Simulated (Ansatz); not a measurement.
# BN (F-43m): phonons against volume, part 2 of 3

Wanted: mode Grüneisen parameters of BN and a free-energy fit over volumes. The starting cell is a computed one from a database.

Ansatz 0.2.0; DFT LDA, scalar-relativistic, plane waves, PAW; PAW set soft_1.

So far. Step 2 (A first coarse run): The start is under -14 GPa at this level and looks like an insulator or semiconductor on this mesh. Step 5 (Relaxing to small residual forces and stress): The residual pressure is -0.0079 GPa, small enough for phonons.

### Step 6. Lattice dynamics at this volume, V/V0 1

Phonons at this volume give one point of F(V, T); meshes stay fixed along the series.

input.yaml reads:

```yaml
crystal:
  lattice:
    - [0.0, 1.7899253114, 1.7899253114]
    - [1.7899253114, 0.0, 1.7899253114]
    - [1.7899253114, 1.7899253114, 0.0]
  atoms:
    - { symbol: B, position: [0.0, 0.0, 0.0] }
    - { symbol: "N", position: [0.75, 0.75, 0.75] }
kpoints:
  mp_grid: { grid: [12, 12, 12] }
hamiltonian:
  xc: lda
  pseudopotentials: { kind: paw, azcp: { folder: soft_1 }, xc_functional: pbe }
scf:
  occupations: { method: fixed }
  lower_state_search: "off"
output:
  eigenvalues: true
phonons:
  method: dfpt
  dielectric: true
  rigid_motions: translations
  qmesh: [4, 4, 4]
  temperatures: { t_max: 1000, t_step: 50 }
  qpath:
    path:
      - [[0.0, 0.0, 0.0], [-0.5, -0.5, 0.0], [-0.375, -0.375, 0.25]]
      - [[-0.375, 0.0, 0.375], [0.0, 0.0, 0.0], [0.0, 0.0, 0.5], [-0.5, -0.25, 0.25], [-0.5, -0.5, 0.0]]
    npoints: 10
```

Run with:

```bash
$ ansatz run input.yaml --threads 8 --pin off --max-ram 16384MiB --backend cpu --events-out ev --progress --plain --runs-dir out
```

Numbers of over 12 decimals in the logs are rounded to 6 here.

Output:

```text
Warning: phonons: the dynamical matrix that this run interpolates holds no multipole term above the dipole-dipole one, and a site of this crystal is no centre of inversion, so its interpolated transverse optical and acoustic branches and sound speeds can stay off near Gamma, and the density of states and the thermodynamics with them. What a run solves at a wave vector of phonons.qpoints, Gamma apart, where the deck admits one, is free of this, and under fd what a larger phonons.supercell samples
[...]
Crystal: 2 atoms, lattice volume = 11.469 Å³
Basis set: ecut = 420 eV, 229 PW (Γ), exchange–correlation on 36×36×36 points (8 copies of the dense FFT grid, shifted against one another)
Bands: 8, of which v1, the nominal top of the filled ones, is band 4 counted from 1 (3 counted from 0)
Symmetry: 24 space group operations
k-points: 280 of 1728 (irreducible under 4 space group operations, time reversal used)
[...]
SCF iter   1: F=—  HF=-527.250169 eV  |F-HF|=—  |Δ(HF+E_count)|=         —  Δρ=1.50e-1  dr2=2.05e0  ethr=3.10e-3  ⟨swp⟩=3.9  Hψ=12719  notcnv=0  defer=439
[...]
SCF iter   7: F=-526.471164 eV  HF=-526.471164 eV  |F-HF|=1.09e-11  |Δ(HF+E_count)|=  3.68e-11  Δρ=6.74e-7  dr2=2.85e-11  ethr=1.25e-12  ⟨swp⟩=5.5  Hψ=13508  notcnv=0
SCF 1 converged in 7 iterations: F = -526.471164 eV  dr2 = 2.85e-11
[...]
NSCF: frozen V_eff on 1 k-points
DFPT response loops at Γ: preconditioner auto → none (the input reference at scf.mixing.eps_inf says where Resta's filter doesn't serve); β = 0.50; Broyden in place of MSR1
[...]
SCF converged after 7 iterations
Free energy (F): -526.471164 eV
[...]
Internal energy: -526.471164 eV  (E = F + TS)
E sigma→0 (E₀):  -526.471164 eV
Fermi energy:    11.389176 eV
[...]
--- Band table (eV; the first three rows and the last of 280) ---
[...]
--- Phonons (Γ-DFPT): 2 representative perturbations + reference, on 280 of 1728 k-points (Σ response iterations 6) ---
  k mesh reduced under 4 symmetry operations, with k and −k counted as one. Each operation leaves every solved perturbation unchanged. A smaller set is not considered because the run solves the response to a homogeneous field
  ASR residual: 7.337e-5 → 0.000e0 eV/Å²; symmetrization residual: 4.626e-7 eV/Å²
  ASR residual per site (eV/Å²): 7.34e-5 5.64e-5
  Γ frequencies (cm⁻¹): 0.00 0.00 0.00 1066.73 1066.73 1066.73
  ε∞ (high-frequency dielectric tensor):
        4.566096     0.000000    -0.000000
       -0.000000     4.566096     0.000000
        0.000000     0.000000     4.566096
  ε⁰ (static dielectric tensor: ions relaxed, cell fixed):
        6.743989    -0.000000     0.000000
       -0.000000     6.743989    -0.000000
        0.000000    -0.000000     6.743989
  ε⁰ − ε∞ (ionic part):
        2.177893    -0.000000     0.000000
       -0.000000     2.177893    -0.000000
        0.000000    -0.000000     2.177893
  softest optical mode at Γ: 1066.73 cm⁻¹; the repairs (sum rule, projections) moved no ω² at Γ by more than (1.38 cm⁻¹)²
  Born effective charges Z* (e; rows j = field, columns β = displacement):
    site 0:
         1.87732   -0.00000    0.00000
         0.00000    1.87732   -0.00000
         0.00000   -0.00000    1.87732
    site 1:
        -1.87732    0.00000   -0.00000
        -0.00000   -1.87732    0.00000
        -0.00000    0.00000   -1.87732
  Z* charge neutrality: 5.643e-7 e pre-enforcement
  k-mesh period / interband length: 30.4 Å / 1.29 Å = 23.53 at k = (0.0000, -0.5000, -0.5000), direct gap 9.462 eV — 14 or more, which is no proof of convergence
  optical modes at Γ without the LO–TO term, one row a degenerate level:
      ω (cm⁻¹)  modes    IR ((D/Å)²/amu)
       1066.73      3            39.9797
  optical modes at Γ + LO–TO along q̂ = [1.0000, 0.0000, 0.0000]:
      ω (cm⁻¹)  modes    IR ((D/Å)²/amu)
       1066.73      2            26.6531
       1296.40      1            13.3266
  optical modes at Γ + LO–TO along q̂ = [0.0000, 1.0000, 0.0000]:
      ω (cm⁻¹)  modes    IR ((D/Å)²/amu)
       1066.73      2            26.6531
       1296.40      1            13.3266
  optical modes at Γ + LO–TO along q̂ = [0.0000, 0.0000, 1.0000]:
      ω (cm⁻¹)  modes    IR ((D/Å)²/amu)
       1066.73      2            26.6531
       1296.40      1            13.3266
--- Phonons (arbitrary-q DFPT): 8 irreducible q on the 4×4×4 mesh ---
  q = [0.0000, 0.0000, 0.0000] (star 1, of the zone-centre solve; hermiticity 3.62e-8, symmetrization 3.73e-15): -0.00 -0.00 0.00 1066.73 1066.73 1066.73
  q = [0.0000, 0.0000, 0.2500] (star 8, 2 solved perturbations on 936 of 1728 k-point pairs; hermiticity 8.54e-9, symmetrization 9.01e-15): 354.68 354.68 638.21 1035.75 1035.75 1259.67
[...]
q = [0.0000, 0.2500, 0.2500] (star 6, 4 solved perturbations in 1608 linear systems a pass and spin channel, the states on 510 of 1728 k-point pairs; hermiticity 7.35e-9, symmetrization 8.06e-15): 478.35 478.35 656.84 1015.77 1015.77 1271.77
[...]
sum rule: each row above includes the acoustic sum rule's correction from the zone centre's row sums; it moved no ω² by more than (1.36 cm⁻¹)²
  mesh force constants: q→R imaginary residual 2.02e-18; ASR residual 7.337e-5 → 0.000e0 eV/Å²; symmetrization residual 2.132e-14 eV/Å²
  interpolated dispersion: 63 rows × 6 modes
  density of states and harmonic sums: on the 32×32×32 q-mesh, interpolated from the force constants of a 4×4×4 supercell (with the dipole–dipole term)
  largest difference from the sums on the solved wave vectors: F 5.27e-3 eV, S 9.41e-6 and C_V 3.94e-6 eV/K
  zero-point energy: 0.321308 eV/cell   skipped modes (ω ≤ 0): 3   left out of the sums: 1.53e-5 of the cell's modes: C_V's classical limit lies that fraction below 3 k_B per atom; for a crystal, a wire or a layer, F and S can be off by more, and a phonons.interpolated_qmesh denser along its periods is the remedy for the sampling
```

Elapsed: 28 s, on 8 threads of Arm Neoverse N1, shared host; peak memory 0.7 GiB; 3.1 min of CPU time.

This step gave:

- Γ frequencies: 0, 0, 0, 1067, 1067, 1067 cm⁻¹ (negative: imaginary)
- lowest frequency on the path: 0 cm⁻¹
- zero-point energy: 0.3213 eV/cell
- point group: -43m
- highest frequency: 1296 cm⁻¹
- Debye temperature from the second moment: 1665 K

LO-TO term included. Phonon branches along the path, in cm⁻¹:

| point | branch 1 | branch 2 | branch 3 | branch 4 | branch 5 | branch 6 |
| --- | --- | --- | --- | --- | --- | --- |
| Γ | 0 | 0 | 0 | 1067 | 1067 | 1296 |
| halfway | 478 | 478 | 657 | 1016 | 1016 | 1272 |
| X | 705 | 705 | 930 | 930 | 1025 | 1166 |
| halfway | 696 | 758 | 922 | 933 | 1022 | 1138 |
| U | 667 | 873 | 893 | 943 | 987 | 1098 |
| jump to K | 667 | 873 | 893 | 943 | 987 | 1098 |
| halfway | 424 | 543 | 676 | 1016 | 1046 | 1225 |
| Γ | 0 | 0 | 0 | 1067 | 1067 | 1296 |
| halfway | 355 | 355 | 638 | 1036 | 1036 | 1260 |
| L | 488 | 488 | 986 | 1009 | 1009 | 1148 |
| halfway | 602 | 698 | 957 | 973 | 1024 | 1088 |
| W | 793 | 816 | 887 | 990 | 994 | 1024 |
| halfway | 741 | 754 | 916 | 936 | 1024 | 1109 |
| X | 705 | 705 | 930 | 930 | 1025 | 1166 |

The phonon branches as a text plot (rows in cm⁻¹):

```
   1269 |********                ************
   1215 |        ***            *            ***
   1161 |           ****     ***                ***            **
   1107 |               *****                      ****      **
   1053 |******              ****************          ***  *
    999 |      **   *************            ********************
    945 |        ************                   *    ****   *****
    891 |               *****                  *         *****
    837 |        *       * * **               *          ***
    783 |       *      **   *                           ******
    729 |            **      ***             *         *     ****
    675 |      *  ***  ****     *                     * *
    621 |        *         **  *            *        ***
    567 |    ** *            ** **                  **
    513 |                      *           *     ****
    459 |      *                 ***          ***
    405 |   ***                 *         *  *
    351 |                        ***        *
    297 |  **                       *    * *
    243 |                         ***     *
    189 |  *                        **
    135 | *                          *  **
     81 | *                          *  *
     27 |*                            **
         Γ           X  U|K            Γ         L        W     X
```

Tetrahedra on 32 32 32, mean over bins of 10 cm⁻¹. The phonon density of states by wavenumber; read off at these points:

| wavenumber (cm⁻¹) | phonon density of states (1/cm⁻¹/cell) |
| --- | --- |
| 25.0 | 0 |
| 50.0 | 1.5e-5 |
| 75.0 | 4.0e-5 |
| 100.0 | 8.0e-5 |
| 125.0 | 1.3e-4 |
| 150.0 | 1.8e-4 |
| 175.0 | 2.6e-4 |
| 200.0 | 3.4e-4 |
| 225.0 | 4.4e-4 |
| 250.0 | 5.6e-4 |
| 275.0 | 6.9e-4 |
| 300.0 | 8.5e-4 |
| 325.0 | 0.00103 |
| 350.0 | 0.00125 |
| 375.0 | 0.00151 |
| 400.0 | 0.00182 |
| 425.0 | 0.00222 |
| 450.0 | 0.00276 |
| 475.0 | 0.00361 |
| 500.0 | 0.00497 |
| 525.0 | 0.00517 |
| 550.0 | 0.00536 |
| 575.0 | 0.00557 |
| 600.0 | 0.00577 |
| 625.0 | 0.00599 |
| 650.0 | 0.00624 |
| 675.0 | 0.00649 |
| 695.0 | 0.00673 |
| 700.0 | 0.00663 |
| 725.0 | 0.0053 |
| 750.0 | 0.00473 |
| 775.0 | 0.00442 |
| 800.0 | 0.00438 |
| 825.0 | 0.00474 |
| 850.0 | 0.00383 |
| 875.0 | 0.00378 |
| 900.0 | 0.00949 |
| 905.0 | 0.00961 |
| 925.0 | 0.00595 |
| 950.0 | 0.0122 |
| 965.0 | 0.0170 |
| 975.0 | 0.0142 |
| 1000.0 | 0.0207 |
| 1025.0 | 0.0306 |
| 1050.0 | 0.00916 |
| 1075.0 | 0.00288 |
| 1095.0 | 0.00759 |
| 1100.0 | 0.00682 |
| 1125.0 | 0.00528 |
| 1150.0 | 0.00511 |
| 1175.0 | 0.00435 |
| 1200.0 | 0.00393 |
| 1225.0 | 0.00368 |
| 1250.0 | 0.00344 |
| 1275.0 | 0.00298 |

Harmonic. Thermo, by row:

| T (K) | F_vib (meV/atom) | S (J/mol-atom/K) | C_V (J/mol-atom/K) |
| --- | --- | --- | --- |
| 0 | 160.7 | 0 | 0 |
| 50 | 160.7 | 0.012 | 0.039 |
| 100 | 160.6 | 0.117 | 0.395 |
| 150 | 160.5 | 0.454 | 1.473 |
| 200 | 160.1 | 1.11 | 3.279 |
| 250 | 159.3 | 2.078 | 5.525 |
| 300 | 157.9 | 3.294 | 7.877 |
| 350 | 155.8 | 4.678 | 10.1 |
| 400 | 153 | 6.159 | 12.08 |
| 450 | 149.4 | 7.684 | 13.8 |
| 500 | 145.1 | 9.215 | 15.25 |
| 550 | 139.9 | 10.73 | 16.48 |
| 600 | 134 | 12.21 | 17.52 |
| 650 | 127.3 | 13.65 | 18.39 |
| 700 | 119.8 | 15.04 | 19.13 |
| 750 | 111.7 | 16.38 | 19.76 |
| 800 | 102.9 | 17.67 | 20.3 |
| 850 | 93.38 | 18.92 | 20.76 |
| 900 | 83.26 | 20.11 | 21.16 |
| 950 | 72.54 | 21.27 | 21.51 |
| 1000 | 61.23 | 22.38 | 21.81 |

Phonopy on the run's constants, 21x21x21 mesh, Gaussian sigma 9.7 cm⁻¹. Table of modes by wavenumber; read off at these points; values in 1/cm⁻¹/cell:

| wavenumber (cm⁻¹) | B | N |
| --- | --- | --- |
| 0.0 | 8.2e-6 | 1.0e-5 |
| 25.0 | 0 | 0 |
| 50.0 | 4.7e-7 | 4.7e-7 |
| 75.0 | 3.0e-5 | 4.0e-5 |
| 100.0 | 3.0e-5 | 4.0e-5 |
| 125.0 | 3.8e-5 | 5.7e-5 |
| 150.0 | 1.3e-4 | 1.7e-4 |
| 175.0 | 7.0e-5 | 9.0e-5 |
| 200.0 | 1.5e-4 | 1.9e-4 |
| 225.0 | 2.1e-4 | 2.8e-4 |
| 250.0 | 2.3e-4 | 3.0e-4 |
| 275.0 | 3.2e-4 | 4.1e-4 |
| 300.0 | 3.9e-4 | 5.0e-4 |
| 325.0 | 3.8e-4 | 4.8e-4 |
| 350.0 | 6.5e-4 | 8.4e-4 |
| 375.0 | 5.5e-4 | 7.0e-4 |
| 400.0 | 7.8e-4 | 0.00101 |
| 425.0 | 0.00111 | 0.00142 |
| 450.0 | 0.00106 | 0.00136 |
| 475.0 | 0.00166 | 0.00216 |
| 500.0 | 0.00227 | 0.00293 |
| 525.0 | 0.00220 | 0.00285 |
| 550.0 | 0.00229 | 0.00293 |
| 575.0 | 0.00253 | 0.00322 |
| 600.0 | 0.00243 | 0.00307 |
| 625.0 | 0.00279 | 0.00349 |
| 650.0 | 0.00267 | 0.00333 |
| 675.0 | 0.00295 | 0.00362 |
| 696.9 | 0.00296 | 0.00361 |
| 700.0 | 0.00291 | 0.00354 |
| 725.0 | 0.00239 | 0.00294 |
| 750.0 | 0.00206 | 0.00261 |
| 775.0 | 0.00196 | 0.00259 |
| 800.0 | 0.00180 | 0.00259 |
| 825.0 | 0.00184 | 0.00278 |
| 850.0 | 0.00161 | 0.00244 |
| 875.0 | 0.00148 | 0.00286 |
| 900.0 | 0.00245 | 0.00589 |
| 925.0 | 0.00272 | 0.00441 |
| 950.0 | 0.00625 | 0.00610 |
| 975.0 | 0.00821 | 0.00709 |
| 1000.0 | 0.0113 | 0.00925 |
| 1020.6 | 0.0149 | 0.0117 |
| 1025.0 | 0.0142 | 0.0110 |
| 1050.0 | 0.00573 | 0.00443 |
| 1075.0 | 0.00230 | 0.00163 |
| 1100.0 | 0.00389 | 0.00218 |
| 1105.7 | 0.00402 | 0.00215 |
| 1125.0 | 0.00356 | 0.00155 |
| 1150.0 | 0.00348 | 0.00152 |
| 1175.0 | 0.00297 | 0.00151 |
| 1200.0 | 0.00254 | 0.00147 |
| 1225.0 | 0.00229 | 0.00142 |
| 1250.0 | 0.00206 | 0.00137 |
| 1275.0 | 0.00167 | 0.00118 |
| 1300.0 | 3.8e-4 | 2.8e-4 |
| 1325.0 | 2.6e-6 | 2.6e-6 |

Born charge (rows field, columns displacement) (e), principal values of the symmetric part by kind of site:

| atom | atoms with these values | low | middle | high | mean |
| --- | --- | --- | --- | --- | --- |
| B1 | 1 | 1.88 | 1.88 | 1.88 | 1.88 |
| N2 | 1 | -1.88 | -1.88 | -1.88 | -1.88 |

In full for B1:

```
1.88 0.00 0.00
0.00 1.88 0.00
0.00 0.00 1.88
```

ε∞:

```
4.57 0.00 0.00
0.00 4.57 0.00
0.00 0.00 4.57
```

No LO-TO term. The modes at Γ (shares of kinetic energy by element, %):

| mode | frequency (cm⁻¹) | symmetry | B % | N % |
| --- | --- | --- | --- | --- |
| 1 | 0.0 | T2 | 44 | 56 |
| 2 | 0.0 | T2 | 44 | 56 |
| 3 | 0.0 | T2 | 44 | 56 |
| 4 | 1066.7 | T2 | 56 | 44 |
| 5 | 1066.7 | T2 | 56 | 44 |
| 6 | 1066.7 | T2 | 56 | 44 |

Displacements in mode 5 (1066.7 cm⁻¹), the largest set to 1:
```
B1   0.61  1.00  0.48
N2  -0.47 -0.77 -0.37
```

No mode is imaginary beyond numerical noise at the solved wavevectors.

### Step 7. A cell at another volume, V/V0 1.015

Symmetry fixes every atom, so a single point at the scaled cell gives the energy and pressure of this member.

input.yaml, the sections that differ from step 6:

```yaml
crystal:
  lattice:
    - [0.0, 1.7988305591, 1.7988305591]
    - [1.7988305591, 0.0, 1.7988305591]
    - [1.7988305591, 1.7988305591, 0.0]
  atoms:
    - { symbol: B, position: [0.0, 0.0, 0.0] }
    - { symbol: "N", position: [0.75, 0.75, 0.75] }
output:
  forces: true
  stress: true
  eigenvalues: true
# kpoints, hamiltonian, scf: as in step 6
# phonons: removed
```

Output:

```text
[...]
Crystal: 2 atoms, lattice volume = 11.641 Å³
Basis set: ecut = 420 eV, 259 PW (Γ)
Bands: 8, of which v1, the nominal top of the filled ones, is band 4 counted from 1 (3 counted from 0)
Symmetry: 24 space group operations
[...]
k-points: 72 of 1728 (time reversal used)
[...]
SCF iter   1: F=—  HF=-527.221704 eV  |F-HF|=—  |Δ(HF+E_count)|=         —  Δρ=1.46e-1  dr2=2.00e0  ethr=3.10e-3  ⟨swp⟩=3.8  Hψ=3268  notcnv=0  defer=111
[...]
SCF iter   7: F=-526.468006 eV  HF=-526.468006 eV  |F-HF|=2.03e-11  |Δ(HF+E_count)|=  6.72e-11  Δρ=7.62e-7  dr2=4.13e-11  ethr=6.93e-11  ⟨swp⟩=2.0  Hψ=1728  notcnv=0
SCF 1 converged in 7 iterations: F = -526.468006 eV  dr2 = 4.13e-11
[...]
SCF converged after 7 iterations
Free energy (F): -526.468006 eV
[...]
Internal energy: -526.468006 eV  (E = F + TS)
E sigma→0 (E₀):  -526.468006 eV
Fermi energy:    11.144038 eV
[...]
--- Stress (GPa, compression-positive) ---
       -5.825012       0.000000      -0.000000
        0.000000      -5.825012       0.000000
       -0.000000       0.000000      -5.825012
  P = ⅓ Tr σ = -5.8250 GPa (-58.250 kbar)
--- Band table (eV; the first three rows and the last of 72) ---
[...]
```

Elapsed: 0.41 s, on 8 threads; peak memory 0.25 GiB.

Numbers from this step:

```
pressure          : -5.825 GPa
gap on the k-mesh : 4.373 eV
volume per atom   : 5.821 Å³/atom
```

At this level the gap is 4.37 eV on the k-mesh of the self-consistent run, which can miss the band edges.

### Step 8. Phonons, V/V0 1.015

The same q-mesh and k-mesh are kept at every volume, so that much of their error can cancel in the differences.

input.yaml, the sections that differ from step 7:

```yaml
output:
  eigenvalues: true
phonons:
  method: dfpt
  dielectric: true
  rigid_motions: translations
  qmesh: [4, 4, 4]
  temperatures: { t_max: 1000, t_step: 50 }
  qpath:
    path:
      - [[0.0, 0.0, 0.0], [-0.5, -0.5, 0.0], [-0.375, -0.375, 0.25]]
      - [[-0.375, 0.0, 0.375], [0.0, 0.0, 0.0], [0.0, 0.0, 0.5], [-0.5, -0.25, 0.25], [-0.5, -0.5, 0.0]]
    npoints: 10
# crystal, kpoints, hamiltonian, scf: as in step 7
```

Output:

```text
[...]
Crystal: 2 atoms, lattice volume = 11.641 Å³
Basis set: ecut = 420 eV, 259 PW (Γ), exchange–correlation on 36×36×36 points (8 copies of the dense FFT grid, shifted against one another)
Bands: 8, of which v1, the nominal top of the filled ones, is band 4 counted from 1 (3 counted from 0)
Symmetry: 24 space group operations
[...]
optical modes at Γ + LO–TO along q̂ = [0.0000, 1.0000, 0.0000]:
      ω (cm⁻¹)  modes    IR ((D/Å)²/amu)
       1047.17      2            26.8553
       1278.18      1            13.4277
  optical modes at Γ + LO–TO along q̂ = [0.0000, 0.0000, 1.0000]:
      ω (cm⁻¹)  modes    IR ((D/Å)²/amu)
       1047.17      2            26.8553
       1278.18      1            13.4277
--- Phonons (arbitrary-q DFPT): 8 irreducible q on the 4×4×4 mesh ---
[...]
interpolated dispersion: 63 rows × 6 modes
[...]
[key lines of the parts left out:]
SCF converged after 8 iterations
Free energy (F): -526.468006 eV
Fermi energy:    11.144045 eV
```

Elapsed: 28 s, on 8 threads; peak memory 0.71 GiB.

No mode is imaginary beyond numerical noise at the solved wavevectors. The highest zone-centre mode (no LO–TO term) moved by -1.8 % for a volume change of +1.5 %.

### Step 9. A cell at another volume, V/V0 0.985

Symmetry fixes every atom, so a single point at the scaled cell gives the energy and pressure of this member.

input.yaml, the sections that differ from step 8:

```yaml
crystal:
  lattice:
    - [0.0, 1.7809305601, 1.7809305601]
    - [1.7809305601, 0.0, 1.7809305601]
    - [1.7809305601, 1.7809305601, 0.0]
  atoms:
    - { symbol: B, position: [0.0, 0.0, 0.0] }
    - { symbol: "N", position: [0.75, 0.75, 0.75] }
output:
  forces: true
  stress: true
  eigenvalues: true
  write_density: true
  write_potential: true
  elf: true
  volumetric_format: npy
# kpoints, hamiltonian, scf: as in step 8
# phonons: removed
```

Output:

```text
[...]
Crystal: 2 atoms, lattice volume = 11.297 Å³
Basis set: ecut = 420 eV, 229 PW (Γ)
Bands: 8, of which v1, the nominal top of the filled ones, is band 4 counted from 1 (3 counted from 0)
Symmetry: 24 space group operations
[...]
k-points: 72 of 1728 (time reversal used)
[...]
Free energy (F): -526.467994 eV
[...]
Internal energy: -526.467994 eV  (E = F + TS)
E sigma→0 (E₀):  -526.467994 eV
Fermi energy:    11.638692 eV
[...]
--- Stress (GPa, compression-positive) ---
        6.234024       0.000000      -0.000000
        0.000000       6.234024       0.000000
        0.000000       0.000000       6.234024
  P = ⅓ Tr σ = 6.2340 GPa (62.340 kbar)
--- Band table (eV; the first three rows and the last of 72) ---
[...]
[key lines of the parts left out:]
SCF converged after 7 iterations
```

Wall time 0.53 s (8 threads); peak memory 0.26 GiB; 2.4 s of CPU time.

The run ends at a pressure of 6.23 GPa.

### Step 10. Phonons, V/V0 0.985

Phonons at this volume give one point of F(V, T); meshes stay fixed along the series.

input.yaml, the sections that differ from step 9:

```yaml
output:
  eigenvalues: true
phonons:
  method: dfpt
  dielectric: true
  rigid_motions: translations
  qmesh: [4, 4, 4]
  temperatures: { t_max: 1000, t_step: 50 }
  qpath:
    path:
      - [[0.0, 0.0, 0.0], [-0.5, -0.5, 0.0], [-0.375, -0.375, 0.25]]
      - [[-0.375, 0.0, 0.375], [0.0, 0.0, 0.0], [0.0, 0.0, 0.5], [-0.5, -0.25, 0.25], [-0.5, -0.5, 0.0]]
    npoints: 10
# crystal, kpoints, hamiltonian, scf: as in step 9
```

Output:

```text
[...]
Crystal: 2 atoms, lattice volume = 11.297 Å³
Basis set: ecut = 420 eV, 229 PW (Γ), exchange–correlation on 36×36×36 points (8 copies of the dense FFT grid, shifted against one another)
Bands: 8, of which v1, the nominal top of the filled ones, is band 4 counted from 1 (3 counted from 0)
Symmetry: 24 space group operations
[...]
optical modes at Γ + LO–TO along q̂ = [0.0000, 1.0000, 0.0000]:
      ω (cm⁻¹)  modes    IR ((D/Å)²/amu)
       1086.86      2            26.4478
       1315.15      1            13.2239
  optical modes at Γ + LO–TO along q̂ = [0.0000, 0.0000, 1.0000]:
      ω (cm⁻¹)  modes    IR ((D/Å)²/amu)
       1086.86      2            26.4478
       1315.15      1            13.2239
--- Phonons (arbitrary-q DFPT): 8 irreducible q on the 4×4×4 mesh ---
[...]
interpolated dispersion: 63 rows × 6 modes
[...]
[key lines of the parts left out:]
SCF converged after 7 iterations
Free energy (F): -526.467995 eV
Fermi energy:    11.638693 eV
```

It took 28 s on 8 threads; peak memory 0.69 GiB.

No mode is imaginary beyond numerical noise at the solved wavevectors. The highest zone-centre mode (no LO–TO term) moved by +1.9 % for a volume change of -1.5 %.

(Part 2 of 3 ends here.)

[Logs are printed without paths, hosts, clocks, repeated set-up lines and the standing remarks that a program may print on its own settings, such as how far it seeks lower states.]

[Hosts, paths, dates, database ids (printed as entryN), source tags and the programs' standing remarks are cut or masked in the printed files.]

[A step with changed settings may run another functional than the one named; its input shows which.]

[Of the runs on displaced cells, only some may be shown.]
